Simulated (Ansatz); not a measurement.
# Work function of bcc Mo face by face (PBEsol, PAW set soft_1)

Does the work function of Mo follow how densely a face is packed?

All values are computed: Ansatz 0.2.0, PBEsol, plane waves, PAW set soft_1, scalar-relativistic unless marked; slabs or sheets with vacuum, the vacuum level from the planar mean of the electrostatic potential.

```
 face  atoms in the slab  top-layer atoms per Å²  work function (eV)
(100)                  8                   0.101                3.94
(110)                  6                   0.143                4.64
```

The densest face listed is +0.70 eV against the most open one. That fits Smoluchowski's order: on an open face electrons flow from the ridges into the troughs, which leaves a dipole with its positive end outwards and lowers the barrier.

The slabs are 1×1 cuts on the parent's lattice, 10.5 to 10.8 Å between the outer relaxed layers. Two faces can't establish a trend.

[Logs are printed without paths, hosts, clocks, repeated set-up lines and the standing remarks that a program may print on its own settings, such as how far it seeks lower states.]
